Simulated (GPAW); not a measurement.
## A Na chain with two C atoms in line: transmission at several levels

How well does a Na chain with two C atoms in line conduct at low bias, and how far do basis and functional move the answer?

Main program and level: GPAW 26.7.0; GPAW LCAO, PAW setups; Landauer transmission from Green's functions with principal layers (ASE), zero bias.

This is a report of a sequence of runs, with most program output left out.

**1. The structure**

The cell holds 14 atoms: 12 Na and 2 C. Cell: a = 9.000 Å, b = 9.000 Å, c = 41.868 Å, α = 90.0°, β = 90.0°, γ = 90.0°. Regions: left lead, 6 atoms (6 Na); channel, 2 atoms (2 C); right lead, 6 atoms (6 Na). Vacuum lies along a and b. The structure is stacked along c, and the current runs across the ab planes.

**2. GPAW, dzp**

The script solves lead and junction separately, takes H and S in the orbital basis, and joins semi-infinite leads through their self-energies; the dzp basis is the working standard.

run.py reads:

```python
import json
import numpy as np
from ase import Atoms
from ase.transport.calculators import TransportCalculator
from gpaw import GPAW, FermiDirac
from gpaw.lcao.tools import get_lcao_hamiltonian
from scipy.linalg import eigh

# The junction with lead layers at both ends, along the third cell vector
device = Atoms(
    ['Na', 'Na', 'Na', 'Na', 'Na', 'Na', 'C', 'C', 'Na', 'Na', 'Na', 'Na', 'Na', 'Na'],
    positions=[
        [4.50000, 4.50000, 1.65000],
        [4.50000, 4.50000, 4.95000],
        [4.50000, 4.50000, 8.25000],
        [4.50000, 4.50000, 11.55000],
        [4.50000, 4.50000, 14.85000],
        [4.50000, 4.50000, 18.15000],
        [4.50000, 4.50000, 20.29420],
        [4.50000, 4.50000, 21.57420],
        [4.50000, 4.50000, 23.71840],
        [4.50000, 4.50000, 27.01840],
        [4.50000, 4.50000, 30.31840],
        [4.50000, 4.50000, 33.61840],
        [4.50000, 4.50000, 36.91840],
        [4.50000, 4.50000, 40.21840]],
    cell=[[9.0, 0.0, 0.0], [0.0, 9.0, 0.0], [0.0, 0.0, 41.8684]],
    pbc=True)

# One principal layer of the lead: the first 4 atoms of the device
lead = Atoms(
    ['Na', 'Na', 'Na', 'Na'],
    positions=[
        [4.50000, 4.50000, 1.65000],
        [4.50000, 4.50000, 4.95000],
        [4.50000, 4.50000, 8.25000],
        [4.50000, 4.50000, 11.55000]],
    cell=[[9.0, 0.0, 0.0], [0.0, 9.0, 0.0], [0.0, 0.0, 13.2]],
    pbc=True)

settings = dict(mode='lcao', basis='dzp', xc='PBE', h=0.2,
                occupations=FermiDirac(0.1), maxiter=250,
                mixer=dict(beta=0.1, nmaxold=8, weight=100.0),
                convergence=dict(density=0.0001))
energies = np.arange(-2, 2 + 1e-9, 0.05)
eta = 0.0001
n1, n2 = 1, 1
# k and -k transmit alike, so half of the mesh across the current serves
mesh = [(i, j) for i in range(n1) for j in range(n2) if (i, j) <= (-i % n1, -j % n2)]
weights = np.array([1 if (i, j) == (-i % n1, -j % n2) else 2 for i, j in mesh]) / (n1 * n2)

# [... helper functions left out ...]
fermi_lead = ground_state(lead, (1, 1, 9), 'lead.txt')
fermi_device = ground_state(device, (1, 1, 2), 'device.txt')
# [... loop over the mesh left out, but for ...]
        # Shift the lead onto the potential of the device's first layer
        shift = ((H[:, 0, 0] - H0[:, 0, 0]) / S0[0, 0]).real.mean()
# [...]
kT = 8.617333e-5 * 300
bias = [0.1, 0.2, 0.5, 1.0, 1.5, 2.0]
# [... integrals and printing left out ...]
```

Command:

```
$ OMP_NUM_THREADS=1 OPENBLAS_NUM_THREADS=1 python run.py
```

The job ended after 100 s (1 thread of Arm Neoverse V1, shared host; peak memory 1.5 GiB).

This step gave:

| Property | Result |
| --- | --- |
| conductance | 0.08877 G₀ |
| thermopower | 16.15 μV/K |
| largest coupling past the next principal layer | 4.16e-12 eV |
| largest misfit of the first principal layer | 0.04870 eV |
| shift that aligns the lead | -2.08e-4 eV |
| basis functions of the junction | 230 |
| basis functions of a principal layer | 68 |
| transmission at the Fermi level (one spin) | 0.08879 |

One spin. The transmission, zone mean by energy, zero at the Fermi level:

| energy (eV) | transmission, zone mean |
| --- | --- |
| -2.00 | 1.4e-10 |
| -1.85 | 1.4e-10 |
| -1.70 | 1.4e-10 |
| -1.60 | 1.4e-10 |
| -1.45 | 1.4e-10 |
| -1.30 | 1.3e-10 |
| -1.15 | 1.3e-10 |
| -1.05 | 1.2e-10 |
| -0.90 | 1.2e-10 |
| -0.75 | 0.734 |
| -0.60 | 0.258 |
| -0.50 | 0.191 |
| -0.35 | 0.146 |
| -0.20 | 0.125 |
| -0.05 | 0.0989 |
| 0.00 | 0.0888 |
| 0.05 | 0.0788 |
| 0.20 | 0.0544 |
| 0.35 | 0.0403 |
| 0.50 | 0.0333 |
| 0.60 | 0.0308 |
| 0.75 | 0.0286 |
| 0.90 | 0.0271 |
| 1.05 | 0.0256 |
| 1.15 | 0.0247 |
| 1.30 | 0.0236 |
| 1.45 | 0.0229 |
| 1.60 | 0.0222 |
| 1.70 | 0.0215 |
| 1.85 | 0.0195 |
| 2.00 | 0.0153 |

Not self-consistent under bias; the bias window is split evenly. Table of current through one cell, from the zero-bias transmission by bias:

| bias (V) | current through one cell, from the zero-bias transmission (μA) |
| --- | --- |
| 0.100 | 0.688 |
| 0.200 | 1.38 |
| 0.500 | 3.46 |
| 1.000 | 7.25 |
| 1.500 | 14.2 |
| 2.000 | 17.4 |

The transmission of the three most open eigenchannels by energy, zero at the Fermi level:

| energy (eV) | channel 1 | channel 2 | channel 3 |
| --- | --- | --- | --- |
| -1.000 | 9.4e-11 | 4.2e-12 | 0 |
| -0.800 | 0.530 | 9.3e-9 | 4.0e-11 |
| -0.600 | 0.258 | 7.6e-11 | 9.3e-12 |
| -0.400 | 0.156 | 9.2e-11 | 1.2e-11 |
| -0.200 | 0.125 | 9.5e-11 | 1.3e-11 |
| 0.000 | 0.0888 | 9.4e-11 | 1.2e-11 |
| 0.200 | 0.0544 | 9.2e-11 | 1.2e-11 |
| 0.400 | 0.0373 | 8.8e-11 | 1.2e-11 |
| 0.600 | 0.0308 | 8.4e-11 | 1.1e-11 |
| 0.800 | 0.0281 | 8.0e-11 | 1.1e-11 |
| 1.000 | 0.0261 | 7.5e-11 | 1.0e-11 |
| 1.200 | 0.0243 | 7.0e-11 | 9.4e-12 |
| 1.400 | 0.0231 | 6.5e-11 | 8.5e-12 |
| 1.600 | 0.0222 | 5.9e-11 | 7.5e-12 |
| 1.800 | 0.0203 | 8.2e-6 | 8.2e-6 |
| 2.000 | 0.0148 | 2.6e-4 | 2.6e-4 |

Couplings past the next layer reach 4.2e-12 eV, small enough to drop; the matrix elements of the cell's first layer differ from the bulk lead's by up to 0.049 eV. That layer keeps its own values in the calculation, and only beyond it is the lead taken as perfect. The Fermi levels of lead and junction count from different zeros of potential, one for each periodic cell; with both set to zero, the small remaining shift is what aligns them. By hand: G = 0.08877 × 77.48 μS = 6.88 μS, a resistance of 145 kΩ; at 0.1 V a linear junction would pass 0.688 μA, and the integral over the bias window gives 0.688 μA. Mott's formula, S = -(π²/3)(k_B²T/e) d ln T/dE, has the prefactor 7.33 μV/K·eV at 300 K; T = 0.09894 at -0.05 eV and 0.07880 at 0.05 eV give a slope of -2.28 per eV and S = 16.7 μV/K, beside 16.2 μV/K from the thermal integral, which interpolates the same grid.

**3. Single-zeta polarised basis**

One radial function a shell plus polarisation makes the matrices smaller; the question is what that costs.

run.py: that of step 2 with these lines changed.

```diff
@@ -40,3 +40,3 @@
 
-settings = dict(mode='lcao', basis='dzp', xc='PBE', h=0.2,
+settings = dict(mode='lcao', basis='szp(dzp)', xc='PBE', h=0.2,
                 occupations=FermiDirac(0.1), maxiter=250,
```

Wall time 78 s (1 thread); peak memory 1.4 GiB.

This step gave:

| Property | Result |
| --- | --- |
| conductance | 0.08300 G₀ |
| thermopower | 16.69 μV/K |
| largest coupling past the next principal layer | 4.06e-12 eV |
| largest misfit of the first principal layer | 0.05413 eV |
| shift that aligns the lead | -5.02e-4 eV |
| basis functions of the junction | 138 |
| basis functions of a principal layer | 40 |
| transmission at the Fermi level (one spin) | 0.08296 |

One spin. Table of transmission, zone mean by energy, zero at the Fermi level:

| energy (eV) | transmission, zone mean |
| --- | --- |
| -2.000 | 1.9e-10 |
| -1.800 | 1.9e-10 |
| -1.600 | 1.8e-10 |
| -1.400 | 1.8e-10 |
| -1.200 | 1.9e-10 |
| -1.000 | 2.0e-10 |
| -0.800 | 0.0946 |
| -0.750 | 0.826 |
| -0.600 | 0.288 |
| -0.400 | 0.149 |
| -0.200 | 0.118 |
| 0.000 | 0.0830 |
| 0.200 | 0.0506 |
| 0.400 | 0.0356 |
| 0.600 | 0.0307 |
| 0.800 | 0.0298 |
| 1.000 | 0.0297 |
| 1.200 | 0.0300 |
| 1.400 | 0.0312 |
| 1.600 | 0.0330 |
| 1.800 | 0.0340 |
| 2.000 | 0.0307 |

Not self-consistent under bias; the bias window is split evenly. Table of current through one cell, from the zero-bias transmission by bias:

| bias (V) | current through one cell, from the zero-bias transmission (μA) |
| --- | --- |
| 0.100 | 0.643 |
| 0.200 | 1.29 |
| 0.500 | 3.25 |
| 1.000 | 6.89 |
| 1.500 | 15.1 |
| 2.000 | 17.6 |

The transmission of the three most open eigenchannels by energy, zero at the Fermi level:

| energy (eV) | channel 1 | channel 2 | channel 3 |
| --- | --- | --- | --- |
| -1.000 | 2.0e-10 | 0 | 0 |
| -0.800 | 0.0946 | 6.6e-11 | 0 |
| -0.600 | 0.288 | 1.4e-10 | 0 |
| -0.400 | 0.149 | 1.5e-10 | 0 |
| -0.200 | 0.118 | 1.4e-10 | 0 |
| 0.000 | 0.0830 | 1.4e-10 | 0 |
| 0.200 | 0.0506 | 1.3e-10 | 0 |
| 0.400 | 0.0356 | 1.2e-10 | 0 |
| 0.600 | 0.0307 | 1.1e-10 | 0 |
| 0.800 | 0.0298 | 9.5e-11 | 0 |
| 1.000 | 0.0297 | 8.3e-11 | 0 |
| 1.200 | 0.0300 | 7.3e-11 | 0 |
| 1.400 | 0.0312 | 6.3e-11 | 0 |
| 1.600 | 0.0330 | 5.5e-11 | 0 |
| 1.800 | 0.0340 | 3.6e-6 | 3.6e-6 |
| 2.000 | 0.0304 | 1.4e-4 | 1.4e-4 |

The conductance, 0.0830 G₀, lies 6.5 % below that of the dzp run.

**4. GPAW, sz: basis = "sz(dzp)"**

The minimal basis is the cheapest rung: no second zeta and no polarisation.

run.py: that of step 3 with these lines changed.

```diff
@@ -40,3 +40,3 @@
 
-settings = dict(mode='lcao', basis='szp(dzp)', xc='PBE', h=0.2,
+settings = dict(mode='lcao', basis='sz(dzp)', xc='PBE', h=0.2,
                 occupations=FermiDirac(0.1), maxiter=250,
```

Elapsed: 61 s, on 1 thread; peak memory 1.3 GiB.

Numbers from this step:

```yaml
conductance: 0.1017 G₀
thermopower: 22.06 μV/K
largest_coupling_past_the_next_principal_layer: 4.26e-12 eV
largest_misfit_of_the_first_principal_layer: 0.05681 eV
shift_that_aligns_the_lead: -4.26e-4 eV
basis_functions_of_the_junction: 92
basis_functions_of_a_principal_layer: 28
transmission_at_the_fermi_level_one_spin: 0.1009
```

One spin. Table of transmission, zone mean by energy, zero at the Fermi level:

| energy (eV) | transmission, zone mean |
| --- | --- |
| -2.000 | 0 |
| -1.800 | 0 |
| -1.600 | 0 |
| -1.400 | 0 |
| -1.200 | 0 |
| -1.000 | 0 |
| -0.800 | 0.00764 |
| -0.600 | 0.831 |
| -0.550 | 0.969 |
| -0.400 | 0.362 |
| -0.200 | 0.177 |
| 0.000 | 0.101 |
| 0.200 | 0.0558 |
| 0.400 | 0.0374 |
| 0.600 | 0.0318 |
| 0.800 | 0.0313 |
| 1.000 | 0.0324 |
| 1.200 | 0.0342 |
| 1.400 | 0.0372 |
| 1.600 | 0.0418 |
| 1.800 | 0.0470 |
| 2.000 | 0.0490 |

The conductance, 0.102 G₀, lies 15 % above that of the dzp run.

**5. LDA in the dzp basis: xc = "LDA"**

Back in the dzp basis, the functional changes from PBE to LDA, to set the spread between functionals beside that between bases.

run.py: that of step 4 with these lines changed.

```diff
@@ -40,3 +40,3 @@
 
-settings = dict(mode='lcao', basis='sz(dzp)', xc='PBE', h=0.2,
+settings = dict(mode='lcao', basis='dzp', xc='LDA', h=0.2,
                 occupations=FermiDirac(0.1), maxiter=250,
```

Run time: 91 s. Hardware: 1 thread; peak memory 1.5 GiB.

Numbers from this step:

| Item | Value |
| --- | --- |
| conductance | 0.08541 G₀ |
| thermopower | 15.28 μV/K |
| largest coupling past the next principal layer | 2.46e-11 eV |
| largest misfit of the first principal layer | 0.05022 eV |
| shift that aligns the lead | -8.86e-4 eV |
| basis functions of the junction | 230 |
| basis functions of a principal layer | 68 |
| transmission at the Fermi level (one spin) | 0.08555 |

One spin. The transmission, zone mean by energy, zero at the Fermi level:

| energy (eV) | transmission, zone mean |
| --- | --- |
| -2.000 | 1.4e-10 |
| -1.800 | 1.4e-10 |
| -1.600 | 1.4e-10 |
| -1.400 | 1.3e-10 |
| -1.200 | 1.3e-10 |
| -1.000 | 9.9e-11 |
| -0.800 | 0.977 |
| -0.600 | 0.206 |
| -0.400 | 0.137 |
| -0.200 | 0.116 |
| 0.000 | 0.0855 |
| 0.200 | 0.0529 |
| 0.400 | 0.0361 |
| 0.600 | 0.0296 |
| 0.800 | 0.0268 |
| 1.000 | 0.0249 |
| 1.200 | 0.0233 |
| 1.400 | 0.0223 |
| 1.600 | 0.0216 |
| 1.800 | 0.0202 |
| 2.000 | 0.0161 |

The conductance, 0.0854 G₀, lies 3.8 % below that of the dzp run.

**6. Cost and result by level**

Times are for 1 thread of Arm Neoverse V1, shared host. The series side by side:

| no. | run | conductance (G₀) | time | memory (GiB) |
| --- | --- | --- | --- | --- |
| 1 | dzp | 0.08877 | 100 s | 1.5 |
| 2 | szp | 0.08300 | 78 s | 1.4 |
| 3 | sz | 0.1017 | 61 s | 1.3 |
| 4 | dzp LDA | 0.08541 | 91 s | 1.5 |

**7. Comparison**

The curves are compared point by point over the common energies.

This step: comparison of transmission and cost over codes and levels (GPAW 26.7.0).

Ladder, by row:

| step | code | T at the Fermi level (sum over the listed spins) | conductance (G0) | r.m.s. T(E) from the first | wall time (s) | peak memory (GiB) | threads |
| --- | --- | --- | --- | --- | --- | --- | --- |
| dzp | GPAW | 0.08879 | 0.08877 | 0 | 99.68 | 1.47 | 1 |
| szp | GPAW | 0.08296 | 0.083 | 0.05997 | 78.07 | 1.4 | 1 |
| sz | GPAW | 0.1009 | 0.1017 | 0.1652 | 60.92 | 1.32 | 1 |
| dzp-LDA | GPAW | 0.08555 | 0.08541 | 0.06114 | 91.15 | 1.46 | 1 |

Transmission, zone mean, sum over the listed spins against energy, zero at the Fermi level:

| energy (eV) | dzp | szp | sz | dzp-LDA |
| --- | --- | --- | --- | --- |
| -2.0000 | 1.4e-10 | 1.9e-10 | 3.6e-13 | 1.4e-10 |
| -1.7500 | 1.4e-10 | 1.9e-10 | 3.5e-13 | 1.4e-10 |
| -1.5000 | 1.4e-10 | 1.8e-10 | 3.4e-13 | 1.3e-10 |
| -1.2500 | 1.3e-10 | 1.9e-10 | 3.5e-13 | 1.3e-10 |
| -1.0000 | 9.8e-11 | 2.0e-10 | 3.6e-13 | 9.9e-11 |
| -0.8000 | 0.530 | 0.0946 | 0.00764 | 0.977 |
| -0.7500 | 0.734 | 0.826 | 0.0372 | 0.461 |
| -0.5500 | 0.219 | 0.226 | 0.969 | 0.180 |
| -0.5000 | 0.191 | 0.189 | 0.711 | 0.161 |
| -0.2500 | 0.132 | 0.125 | 0.203 | 0.121 |
| 0.0000 | 0.0888 | 0.0830 | 0.101 | 0.0855 |
| 0.2500 | 0.0487 | 0.0454 | 0.0493 | 0.0473 |
| 0.5000 | 0.0333 | 0.0324 | 0.0336 | 0.0321 |
| 0.7500 | 0.0286 | 0.0299 | 0.0312 | 0.0274 |
| 1.0000 | 0.0261 | 0.0297 | 0.0324 | 0.0249 |
| 1.2500 | 0.0240 | 0.0302 | 0.0348 | 0.0230 |
| 1.5000 | 0.0227 | 0.0320 | 0.0393 | 0.0219 |
| 1.7500 | 0.0210 | 0.0339 | 0.0458 | 0.0207 |
| 2.0000 | 0.0153 | 0.0307 | 0.0490 | 0.0161 |

**8. Another change of settings**

A last run, with other settings again.

This step: GPAW LCAO, PAW setups; Landauer transmission from Green's functions with principal layers (ASE), zero bias (GPAW 26.7.0).

run.py: that of step 5 with these lines changed.

```diff
@@ -40,4 +40,4 @@
 
-settings = dict(mode='lcao', basis='dzp', xc='LDA', h=0.2,
-                occupations=FermiDirac(0.1), maxiter=250,
+settings = dict(mode='lcao', basis='dzp', xc='PBE', h=0.4,
+                occupations=FermiDirac(0.1), maxiter=100,
                 mixer=dict(beta=0.1, nmaxold=8, weight=100.0),
```

Elapsed: 28 s, on 1 thread; peak memory 0.38 GiB.

The run finished. A setting was moved off its sound value on purpose, so it serves as a test and not as the result.

The fault put into the input: a grid far too coarse (h = 0.4).

The two runs compared:

| quantity | this run | sound run | difference |
| --- | --- | --- | --- |
| conductance (G₀) | 0.025866 | 0.088774 | -0.0629 |
| thermopower (μV/K) | 10.880 | 16.154 | -5.27 |
| largest coupling past the next principal layer (eV) | 4.161e-12 | 4.162e-12 | -2.3e-16 |
| largest misfit of the first principal layer (eV) | 0.051986 | 0.048700 | 0.00329 |
| shift that aligns the lead (eV) | 4.344e-4 | -2.078e-4 | 6.4e-4 |
| transmission at the Fermi level (one spin) | 0.025990 | 0.088786 | -0.0628 |

The two runs differ clearly in the conductance: 0.0259 G₀ against 0.0888 G₀.

**9. Outcome**

```yaml
conductance: 0.0888 G₀
transmission_at_the_fermi_level_mean_of_the_spins: 0.0888
thermopower: 16.2 μV/K
```

In words: In the dzp basis the junction conducts 0.0888 G₀ at 300 K, with T = 0.0888 a spin at the Fermi level; the szp basis reaches that conductance within 10 %. At the Fermi level one eigenchannel carries the current (0.089). The positive thermopower says that the thermally weighted transmission is larger below the Fermi level, as for hole-like transport. Measured against the first run (dzp), the nearest curve is that of szp (r.m.s. 0.060) and the farthest that of sz (0.17). Over the compared runs wall time goes from 61 s (sz) to 100 s (dzp), on a shared host. The geometry was built from estimated bond lengths and not relaxed, so the numbers describe this model structure. An evenly spaced straight chain is an idealisation: free chains tend to dimerise, zigzag or, where a band edge lies near the Fermi level, turn magnetic. The currents use the zero-bias T(E) throughout, which holds only while the bias is small against the distance to the nearest feature. The energy step is wider than the thermal energy, so the conductance and thermopower rest on interpolation of T(E).

[Logs are printed without paths, hosts, clocks, repeated set-up lines and the standing remarks that a program may print on its own settings, such as how far it seeks lower states.]

[Hosts, paths, dates, database ids (printed as entryN), source tags and the programs' standing remarks are cut or masked in the printed files.]
